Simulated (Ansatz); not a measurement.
## Mo2NO2 monolayer: a soft mode frozen in

Wanted: the energy along a soft mode of Mo2NO2 monolayer and the structure at the end.

Main program and level: Ansatz 0.2.0; DFT PBEsol, scalar-relativistic, plane waves, PAW; PAW set soft_1.

## 1. Starting point

The cell holds 5 atoms: 1 N, 2 Mo and 2 O. Its edges and angles: a = 3.128 Å, b = 3.128 Å, c = 32.600 Å, α = 90.0°, β = 90.0°, γ = 120.0°. Vacuum lies along c.

## 2. Phonons on a q mesh

The cell comes from relaxations at this level that are not shown. Stability and thermal properties need the whole zone. Linear response on a 4×4×1 q mesh gives force constants as far as a supercell of that size would.

input.yaml reads:

```yaml
crystal:
  lattice:
    - [3.1275982884, 0.0, 0.0]
    - [-1.5637991442, 2.7085795706, 0.0]
    - [0.0, 0.0, 32.6]
  atoms:
    - { symbol: "N", position: [0.0, 0.0, 0.3067484663] }
    - { symbol: Mo, position: [0.3333333333, 0.6666666667, 0.3385219659] }
    - { symbol: Mo, position: [0.6666666667, 0.3333333333, 0.2749749666] }
    - { symbol: O, position: [0.6666666667, 0.3333333333, 0.3700275879] }
    - { symbol: O, position: [0.3333333333, 0.6666666667, 0.2434693446] }
  periodic: [true, true, false]
kpoints:
  mp_grid: { grid: [20, 20, 1] }
hamiltonian:
  xc: pbesol
  pseudopotentials: { kind: paw, azcp: { folder: soft_1 }, xc_functional: pbe }
scf:
  occupations: { method: methfessel_paxton, width: 0.2 }
output:
  eigenvalues: true
phonons:
  method: dfpt
  qmesh: [4, 4, 1]
  temperatures: { t_max: 1000, t_step: 50 }
  qpath:
    path:
      - [0.0, 0.0, 0.0]
      - [0.5, 0.0, 0.0]
      - [0.33333333, 0.33333333, 0.0]
      - [0.0, 0.0, 0.0]
    npoints: 10
```

The run is started by

```
$ ansatz run input.yaml --threads 8 --pin off --max-ram 16384MiB --backend cpu --events-out ev --progress --plain --runs-dir out
```

Numbers of over 12 decimals in the logs are rounded to 6 here.

Log:

```text
Warning: crystal.symmetry: narrowed to the stabiliser of the run's FFT grids — unitary ops 12 → 6. A phonons.method: dfpt run fills in the rows of the dynamical matrix that it does not solve by its symmetry operations, which is exact only for operations that map its FFT grids onto themselves: filled in by any other, the frequencies could depend on the order in which like atoms are typed, or, by more than the grids' own error, on where the crystal sits among the grids' points. Excluded: 6 operations. The run can therefore solve more perturbations, solve them on more k-points, or both, and cost more. [rest of the remark cut]
Engine: ansatz 0.2.0, aarch64-unknown-linux-gnu
Pseudopotentials: kind: paw
Pseudopotential: N, paw, valence charge 5, recommended cutoff 420 eV (normal), soft_1/N.paw.azcp
Pseudopotential: Mo, paw, valence charge 14, recommended cutoff 420 eV (normal), soft_1/Mo.paw.azcp
Pseudopotential: O, paw, valence charge 6, recommended cutoff 420 eV (normal), soft_1/O.paw.azcp
Functional definition: PBEsol
  exchange = pbesol_x
  correlation = pbesol_c
Crystal: 5 atoms, lattice volume = 276.166 Å³
Basis set: ecut = 420 eV, 5353 PW (Γ), exchange–correlation on 48×48×450 points (8 copies of the dense FFT grid, shifted against one another)
Bands: 28, of which v1, the nominal top of the filled ones, is band 23 counted from 1 (22 counted from 0)
Symmetry: 12 space group operations
k-points: 44 of 400 (irreducible under 6 space group operations, time reversal used)
Non-local potential: N, projectors of the file, l = 0: 2, l = 1: 2, l = 2: 1
Non-local potential: Mo, projectors of the file, l = 0: 3, l = 1: 2, l = 2: 2, l = 3: 1
Non-local potential: O, projectors of the file, l = 0: 2, l = 1: 2, l = 2: 1
PAW form: soft (Blöchl's): semilocal exchange-correlation on the pseudo side does not see the compensation charge
PAW frozen core: N, regenerated for the run's functional, and the local potential with it (the file was generated under x = pbe(κ = 0.804, μ = 0.219515), c = pbe(β = 0.066725))
PAW frozen core: Mo, regenerated for the run's functional, and the local potential with it (the file was generated under x = pbe(κ = 0.804, μ = 0.219515), c = pbe(β = 0.066725))
PAW frozen core: O, regenerated for the run's functional, and the local potential with it (the file was generated under x = pbe(κ = 0.804, μ = 0.219515), c = pbe(β = 0.066725))
PAW one-centre angular grid: N, 110 points (default); XC on 64 Gauss nodes
PAW one-centre angular grid: Mo, 590 points (default); XC on 64 Gauss nodes
PAW one-centre angular grid: O, 110 points (default); XC on 64 Gauss nodes
Initial density: superposition of atomic densities (neutral atoms: chi_scale 0, normalization atom)
Initial wavefunctions: pseudopotential atomic-orbital guess
Functional: x = pbesol(κ = 0.804, μ = 0.123457), c = pbesol(β = 0.046)
SCF iter   1: F=—  HF=-11304.017048 eV  |F-HF|=—  |Δ(HF+E_count)|=         —  Δρ=9.79e-2  dr2=3.14e1  ethr=3.10e-3  ⟨swp⟩=12.2  Hψ=9415  notcnv=0
preconditioner: auto → LDOS  [metal: Δε(μ)=0.036 eV  Ē_g=11.826 eV  σ=0.200 eV  W_gap=0.15  n_scr=20 (ndim 8)  ℏωp=12.0 eV  f_vac=0.776  D(μ)=2.23/eV (n_scr^D=12)  β→1.0]
SCF iter   2: F=—  HF=-11301.558236 eV  |F-HF|=—  |Δ(HF+E_count)|=    2.46e0  S|Δr|=    0.00e0  Δρ=1.21e-1  dr2=4.42e1  ethr=3.10e-3  ⟨swp⟩=6.2  Hψ=5023  notcnv=0  defer=39
SCF iter   3: F=—  HF=-11295.959629 eV  |F-HF|=—  |Δ(HF+E_count)|=    5.60e0  S|Δr|=    0.00e0  Δρ=1.48e-2  dr2=6.00e-1  ethr=3.10e-3  ⟨swp⟩=5.1  Hψ=4356  notcnv=0  defer=2
SCF iter   4: F=—  HF=-11295.859414 eV  |F-HF|=—  |Δ(HF+E_count)|=   1.00e-1  S|Δr|=    0.00e0  Δρ=4.20e-3  dr2=1.44e-1  ethr=1.33e-3  ⟨swp⟩=3.2  Hψ=3014  notcnv=0  defer=38
SCF iter   5: F=—  HF=-11295.841716 eV  |F-HF|=—  |Δ(HF+E_count)|=   1.77e-2  S|Δr|=    0.00e0  Δρ=3.00e-3  dr2=3.60e-2  ethr=3.21e-4  ⟨swp⟩=3.3  Hψ=2692  notcnv=0  defer=38
SCF iter   6: F=—  HF=-11295.835962 eV  |F-HF|=—  |Δ(HF+E_count)|=   5.75e-3  S|Δr|=    0.00e0  Δρ=7.94e-4  dr2=3.96e-3  ethr=7.99e-5  ⟨swp⟩=3.2  Hψ=2176  notcnv=0  defer=38
SCF iter   7: F=—  HF=-11295.835498 eV  |F-HF|=—  |Δ(HF+E_count)|=   4.64e-4  S|Δr|=    0.00e0  Δρ=1.95e-4  dr2=1.37e-4  ethr=8.81e-6  ⟨swp⟩=3.1  Hψ=2603  notcnv=0  defer=38
SCF iter   8: F=—  HF=-11295.835494 eV  |F-HF|=—  |Δ(HF+E_count)|=   3.87e-6  S|Δr|=    0.00e0  Δρ=9.44e-5  dr2=3.15e-5  ethr=3.05e-7  ⟨swp⟩=4.1  Hψ=3211  notcnv=0  defer=38
SCF iter   9: F=—  HF=-11295.835486 eV  |F-HF|=—  |Δ(HF+E_count)|=   7.58e-6  S|Δr|=    0.00e0  Δρ=1.78e-5  dr2=1.36e-6  ethr=6.99e-8  ⟨swp⟩=3.9  Hψ=2970  notcnv=0  defer=38
SCF iter  10: F=—  HF=-11295.835298 eV  |F-HF|=—  |Δ(HF+E_count)|=   1.89e-4  S|Δr|=    0.00e0  Δρ=4.25e-6  dr2=2.99e-8  ethr=3.01e-9  ⟨swp⟩=3.9  Hψ=3216  notcnv=0  defer=38
SCF iter  11: F=—  HF=-11295.835298 eV  |F-HF|=—  |Δ(HF+E_count)|=   1.17e-7  S|Δr|=    0.00e0  Δρ=1.34e-6  dr2=3.69e-9  ethr=6.64e-11  ⟨swp⟩=3.6  Hψ=2973  notcnv=0  defer=38
SCF iter  12: F=—  HF=-11295.835298 eV  |F-HF|=—  |Δ(HF+E_count)|=   8.13e-9  S|Δr|=    0.00e0  Δρ=2.48e-7  dr2=1.14e-10  ethr=8.19e-12  ⟨swp⟩=4.1  Hψ=3148  notcnv=0  defer=38
SCF iter  13: F=-11295.835298 eV  HF=-11295.835298 eV  |F-HF|=2.91e-11  |Δ(HF+E_count)|=   1.15e-9  S|Δr|=    0.00e0  Δρ=4.03e-8  dr2=3.81e-12  ethr=1.00e-12  ⟨swp⟩=20.9  Hψ=13138  notcnv=0
SCF 1 converged in 13 iterations: F = -11295.835298 eV  dr2 = 3.81e-12
  greatest PAW one-centre occupation: 0.999 electrons in one spin orbital (limit 2), on the Mo atom at site 2 (counted from 0), in its partial waves of l = 0
phonons: the bands overlap, so this run is a metal and interpolates without the dipole-dipole term. If the crystal is really an insulator or semiconductor, its LO-TO splitting is missing
NSCF: frozen V_eff on 44 k-points
WARN: eigensolver did not converge (k=24): 1 band(s) unlocked after 2 eigensolves, warm-restarted (20 sweeps on the last) at ethr=1.39e-12 eV (storage-precision floor; scheduled 1.00e-12 eV) (lowest unlocked band 27, counted from 0; max residual 5.63e-6 eV among the unlocked bands, 5.63e-6 eV over every band; other slots of this pass that fall short are told together in one closing line; warning suppressed until the next SCF loop or pass starts)
WARN: eigensolver did not converge in 2 slots of this pass, the one above among them; of largest residual over every band (k=24): 1 band(s) unlocked (lowest unlocked band 27, counted from 0; max residual 5.63e-6 eV among the unlocked bands, 5.63e-6 eV over every band); of lowest unlocked band (k=24): band 27
NSCF: frozen V_eff on 111 k-points
DFPT response loops at q = (0, 0, 0) (fractional): preconditioner auto → none (partly filled bands, converged f_vac=0.788); β = 0.50; Broyden in place of MSR1
NSCF: frozen V_eff on 420 k-points
DFPT response loops at q = (0, 0.25, 0) (fractional): mixed as the last ones told, above
NSCF: frozen V_eff on 222 k-points
DFPT response loops at q = (0, -0.5, 0) (fractional): mixed as the last ones told, above
NSCF: frozen V_eff on 800 k-points
DFPT response loops at q = (0.25, 0.25, 0) (fractional): mixed as the last ones told, above
SCF converged after 13 iterations
Stability not checked: this state was not tested for a lower state beside it, because cold or Methfessel-Paxton smearing, or corrected tetrahedra, fill the levels in a way that the test cannot read (fill_not_monotonic; see scf.lower_state_search)
Free energy (F): -11295.835298 eV
Harris-Foulkes:  -11295.835298 eV  (|F-HF|=2.91e-11)
Internal energy: -11295.835617 eV  (E = F + TS)
E sigma→0 (E₀):  -11295.835378 eV
Entropy (-TS):   0.000319 eV (0.064 meV/atom)
Fermi energy:    -6.094600 eV
--- Per-component energies (eV) ---
  E_band       = -1172.556617
  E_kinetic    = 1311.511929
  E_local      = -143372.746198  (includes V_loc(G=0)·N_el)
  E_nonlocal   = 439.476161
  E_hartree    = 70784.852559
  E_xc         = -550.610104
  E_vxc        = -694.718872  (∫ρ·V_xc dr)
  E_paw        = -6743.937258  (= ΣΔE_a)
  E_vpaw       = -425.787084  (= ΣTr[D̂ρ^β])
  E_aug_tail   = 0.002502  (compensation charges beyond the density's cutoff)
  E_ewald      = 66835.097517
  E_core_change = 0.517275  (= ΣΔE_core)
  E_smearing   = 0.000319  (= −TS)
  E_closure    = 0.000000  (closes the sum)
  Σ components = -11295.835298   (vs F -11295.835298, Δ=0.00e0)
--- Band table (eV; the first three rows and the last of 44) ---
  k-point 0: bands = [... 19 lower, -9.1663, -8.6673, -8.6673, -6.4133, -5.3319, -5.3319, -4.4319, -3.4679, ... 1 higher]
  k-point 1: bands = [... 19 lower, -9.0986, -8.4005, -8.3888, -6.5039, -5.3124, -5.2285, -4.4208, -3.5180, ... 1 higher]
  k-point 2: bands = [... 19 lower, -8.9772, -8.1045, -7.9733, -6.6288, -5.2414, -5.0300, -4.3893, -3.6115, ... 1 higher]
  k-point 43: bands = [... 19 lower, -10.0987, -7.0640, -6.9165, -6.7407, -4.5540, -4.4233, -3.8491, -2.3325, ... 1 higher]
--- Phonons (Γ-DFPT): 10 representative perturbations + reference (Σ response iterations 54) ---
  ASR residual: 4.313e-5 → 0.000e0 eV/Å²; symmetrization residual: 1.021e-5 eV/Å²
  The last average, over the group as it would stand without the narrowing to the FFT grids, took up to 3.333e-6 eV/Å² of the zone centre's force constants
  ASR residual per site (eV/Å²): 6.21e-6 1.30e-5 1.37e-5 4.31e-5 4.06e-5
  Γ frequencies (cm⁻¹): 0.00 0.00 0.00 152.89 152.89 285.51 360.69 360.69 398.76 398.76 479.93 536.53 542.88 685.33 685.33
--- Phonons (arbitrary-q DFPT): 4 irreducible q on the 4×4×1 mesh ---
  q = [0.0000, 0.0000, 0.0000] (star 1, of the zone-centre solve; hermiticity 7.07e-7, symmetrization 2.69e-13, taken by the last average 1.15e-7): -0.00 0.00 0.00 152.89 152.89 285.51 360.69 360.69 398.76 398.76 479.93 536.53 542.88 685.33 685.33
  q = [0.0000, 0.2500, 0.0000] (star 6, 15 solved perturbations on 210 of 400 k-point pairs; hermiticity 4.94e-7, symmetrization 1.05e-10, taken by the last average 8.50e-8): -164.24 -78.28 81.53 162.92 165.73 236.83 348.40 369.87 392.01 423.18 487.29 502.54 527.13 690.70 698.70
  q = [0.0000, -0.5000, 0.0000] (star 3, 15 solved perturbations on 111 of 400 k-point pairs; hermiticity 3.19e-7, symmetrization 4.49e-11, taken by the last average 7.58e-8): -132.71 -42.94 153.53 175.29 189.57 294.64 377.54 386.80 394.95 427.13 471.73 493.30 509.14 656.22 697.87
  q = [0.2500, 0.2500, 0.0000] (star 6, 10 solved perturbations in 3050 linear systems a pass and spin channel, the states on 400 of 400 k-point pairs; hermiticity 3.28e-7, symmetrization 1.04e-10, taken by the last average 9.71e-8): -138.12 82.82 150.16 163.52 182.20 289.50 354.60 393.74 405.53 405.94 478.29 480.04 522.09 686.57 717.48
  sum rule: each row above includes the acoustic sum rule's correction from the zone centre's row sums; it moved no ω² by more than (0.86 cm⁻¹)²
  mesh force constants: q→R imaginary residual 5.76e-18; ASR residual 4.313e-5 → 0.000e0 eV/Å²; symmetrization residual 1.066e-14 eV/Å²
  interpolated dispersion: 31 rows × 15 modes
  density of states and harmonic sums: on the 24×24×1 q-mesh, interpolated from the force constants of a 4×4×1 supercell (no non-analytic term)
  largest difference from the sums on the solved wave vectors: F 3.73e-2 eV, S 4.31e-5 and C_V 1.13e-5 eV/K
  zero-point energy: 0.321441 eV/cell   skipped modes (ω ≤ 0): 100, of them read as no rigid motion or as one in doubt: 97 (1.615e0 modes/cell left out, lowest -169.74 cm⁻¹)   left out of the sums: 1.08e-1 of the cell's modes: C_V's classical limit lies that fraction below 3 k_B per atom; for a crystal, a wire or a layer, F and S can be off by more, and a phonons.interpolated_qmesh denser along its periods is the remedy for the sampling
```

Wall time 17 min (8 threads of Arm Neoverse V2, shared host); peak memory 5.8 GiB; 2.2 h of CPU time.

In the SCF lines HF is the Harris–Foulkes energy and dr2 the Hartree energy of the density residual, in eV; the loop may stop once dr2 is under the threshold and the program's other checks hold. Hψ counts applications of the Hamiltonian.

This run has no spin polarisation, although Mo can carry a moment.

This step gave:

```
gap on the k-mesh                                       : 0 eV
sum-rule residual before enforcement                    : 4.31e-5 eV/Å²
lowest frequency on the path                            : -169.7 cm⁻¹
point group                                             : -3m
highest frequency on the path or at a solved wavevector : 719.5 cm⁻¹
area per atom                                           : 1.694 Å²
highest optical mode at the zone centre (no LO-TO term) : 685.3 cm⁻¹
lowest optical zone-centre mode                         : 152.9 cm⁻¹
lowest mode on the q mesh (acoustic modes at Γ apart)   : -164.2 cm⁻¹
```

Frequencies (cm⁻¹) solved at each irreducible wavevector; negative means imaginary. Frequencies by wavevector, by row:

```
q in reciprocal lattice units  star  mode 1  mode 2  mode 3  mode 4  mode 13  mode 14  mode 15
                        0 0 0     1       0       0       0   152.9    542.9    685.3    685.3
                     0 0.25 0     6  -164.2   -78.3    81.5   162.9    527.1    690.7    698.7
                     0 -0.5 0     3  -132.7   -42.9   153.5   175.3    509.1    656.2    697.9
                  0.25 0.25 0     6  -138.1    82.8   150.2   163.5    522.1    686.6    717.5
```

Interpolated from a 4×4×1 q mesh. Phonon branches along the path, in cm⁻¹:

```csv
point,branch 1,branch 2,branch 3,branch 4,branch 12,branch 13,branch 14,branch 15
Γ,0,0,0,153,536,543,685,685
halfway,-164,-78,82,163,502,527,691,699
M,-133,-43,154,175,493,509,656,698
halfway,-106,20,158,173,483,517,679,714
K,34,94,94,176,477,520,714,714
halfway,-170,70,92,122,492,527,692,701
Γ,0,0,0,153,536,543,685,685
```

Symmetry leaves 4 wavevectors to solve. The lowest mode among them, the acoustic zeros apart, lies at q = (0, 0.25, 0) and is imaginary, 164.2i cm⁻¹, so the energy falls along it. Between them the interpolated path dips to 170i cm⁻¹.

## 3. The mode frozen in, largest atomic shift 0 Å

The mode followed lies at q = (0, -0.5, 0) with frequency 132.7i cm⁻¹, one of the unstable modes though not the softest. At small amplitude the distorted cell has space group no. 11 by a symmetry search on the positions. The undistorted cell that holds it gives the zero of energy on the same k mesh.

System of this step: Mo2NO2 monolayer. The cell holds 10 atoms: 2 N, 4 Mo and 4 O. Its edges and angles: a = 3.128 Å, b = 5.417 Å, c = 32.600 Å, α = 90.0°, β = 90.0°, γ = 90.0°. It derives from Mo2NO2. Vacuum lies along c.

input.yaml reads:

```yaml
crystal:
  lattice:
    - [3.1275982884, 0.0, 0.0]
    - [1.0e-10, 5.4171591411, 0.0]
    - [0.0, 0.0, 32.6]
  atoms:
    - { symbol: "N", position: [0.5, 0.5, 0.3067484663] }
    - { symbol: "N", position: [0.0, 0.0, 0.3067484663] }
    - { symbol: Mo, position: [0.0, 0.3333333333, 0.3385219659] }
    - { symbol: Mo, position: [0.5, 0.8333333333, 0.3385219659] }
    - { symbol: Mo, position: [0.5, 0.1666666667, 0.2749749666] }
    - { symbol: Mo, position: [0.0, 0.6666666667, 0.2749749666] }
    - { symbol: O, position: [0.5, 0.1666666667, 0.3700275879] }
    - { symbol: O, position: [0.0, 0.6666666667, 0.3700275879] }
    - { symbol: O, position: [0.0, 0.3333333333, 0.2434693446] }
    - { symbol: O, position: [0.5, 0.8333333333, 0.2434693446] }
  periodic: [true, true, false]
kpoints:
  mp_grid: { grid: [12, 8, 1] }
hamiltonian:
  xc: pbesol
  pseudopotentials: { kind: paw, azcp: { folder: soft_1 }, xc_functional: pbe }
scf:
  occupations: { method: methfessel_paxton, width: 0.2 }
output:
  forces: true
  stress: true
  eigenvalues: true
```

Log:

```text
[...]
Crystal: 10 atoms, lattice volume = 552.332 Å³
Basis set: ecut = 420 eV, 10785 PW (Γ), exchange–correlation on 48×80×450 points (8 copies of the dense FFT grid, shifted against one another)
Bands: 55, of which v1, the nominal top of the filled ones, is band 45 counted from 1 (44 counted from 0)
Symmetry: 8 space group operations
[...]
k-points: 35 of 96
[...]
k-point 0: bands = [... 41 lower, -8.6678, -7.9962, -6.4139, -6.2627, -6.0331, -5.3326, -5.3325, -4.9420, ... 6 higher]
  k-point 1: bands = [... 41 lower, -8.2860, -8.0169, -6.5420, -6.3379, -5.9793, -5.3013, -5.1817, -4.8436, ... 6 higher]
  k-point 2: bands = [... 41 lower, -8.0100, -7.7772, -6.6379, -6.5303, -5.8777, -5.1786, -4.9402, -4.7193, ... 6 higher]
  k-point 34: bands = [... 41 lower, -7.9965, -6.2626, -6.2626, -6.0329, -6.0329, -4.9417, -4.9417, -4.7688, ... 6 higher]
[key lines of the parts left out:]
SCF converged after 11 iterations
Free energy (F): -22591.670268 eV
Fermi energy:    -6.096520 eV
P = ½ c Tr σ = -0.0155 N/m
```

The job ended after 13 s (8 threads; peak memory 2.1 GiB; 1.7 min of CPU time).

Numbers from this step:

| Quantity | Value |
| --- | --- |
| energy from the undistorted cell | 0 meV/atom |

## 4. The mode frozen in, largest atomic shift 0.14 Å

The atoms are moved along the unstable eigenvector, the largest shift by 0.14 Å, with the cell fixed.

input.yaml reads:

```yaml
crystal:
  lattice:
    - [3.1275982884, 0.0, 0.0]
    - [1.0e-10, 5.4171591411, 0.0]
    - [0.0, 0.0, 32.6]
  atoms:
    - { symbol: "N", position: [0.5, 0.49442299, 0.302555173] }
    - { symbol: "N", position: [0.0, 0.00557701, 0.3109417596] }
    - { symbol: Mo, position: [0.0, 0.346667569, 0.3383959354] }
    - { symbol: Mo, position: [0.5, 0.8199990976, 0.3386479964] }
    - { symbol: Mo, position: [0.5, 0.153332431, 0.2751009971] }
    - { symbol: Mo, position: [0.0, 0.6800009024, 0.2748489361] }
    - { symbol: O, position: [0.5, 0.1692538446, 0.3679307898] }
    - { symbol: O, position: [0.0, 0.6640794887, 0.372124386] }
    - { symbol: O, position: [0.0, 0.3307461554, 0.2455661428] }
    - { symbol: O, position: [0.5, 0.8359205113, 0.2413725465] }
  periodic: [true, true, false]
kpoints:
  mp_grid: { grid: [12, 8, 1] }
hamiltonian:
  xc: pbesol
  pseudopotentials: { kind: paw, azcp: { folder: soft_1 }, xc_functional: pbe }
scf:
  occupations: { method: methfessel_paxton, width: 0.2 }
output:
  forces: true
  stress: true
  eigenvalues: true
  write_density: true
  write_potential: true
  elf: true
  volumetric_format: npy
```

Log:

```text
[...]
Crystal: 10 atoms, lattice volume = 552.332 Å³
Basis set: ecut = 420 eV, 10785 PW (Γ), exchange–correlation on 48×80×450 points (8 copies of the dense FFT grid, shifted against one another)
Bands: 55, of which v1, the nominal top of the filled ones, is band 45 counted from 1 (44 counted from 0)
Symmetry: 4 space group operations
[...]
k-points: 35 of 96
[...]
k-point 0: bands = [... 41 lower, -8.5997, -7.9072, -6.5582, -6.2587, -6.1333, -5.3998, -5.3082, -4.8364, ... 6 higher]
  k-point 1: bands = [... 41 lower, -8.3096, -7.8691, -6.6709, -6.3539, -6.1357, -5.3545, -5.1822, -4.7119, ... 6 higher]
  k-point 2: bands = [... 41 lower, -7.8642, -7.7190, -6.7842, -6.5842, -6.1110, -5.2105, -5.0096, -4.7377, ... 6 higher]
  k-point 34: bands = [... 41 lower, -7.9708, -6.2846, -6.2846, -6.0440, -6.0440, -5.0078, -5.0078, -4.6466, ... 6 higher]
[key lines of the parts left out:]
SCF converged after 11 iterations
Free energy (F): -22591.726086 eV
Fermi energy:    -6.176070 eV
P = ½ c Tr σ = -1.1884 N/m
```

Wall time 20 s (8 threads); peak memory 2.1 GiB.

Numbers from this step:

```yaml
energy_from_the_undistorted_cell: -5.386 meV/atom
```

The energy, extrapolated to zero smearing, is -5.39 meV/atom against the undistorted cell.

(Part 1 of 2 ends here.)

[Logs are printed without paths, hosts, clocks, repeated set-up lines and the standing remarks that a program may print on its own settings, such as how far it seeks lower states.]

[Hosts, paths, dates, database ids (printed as entryN), source tags and the programs' standing remarks are cut or masked in the printed files.]
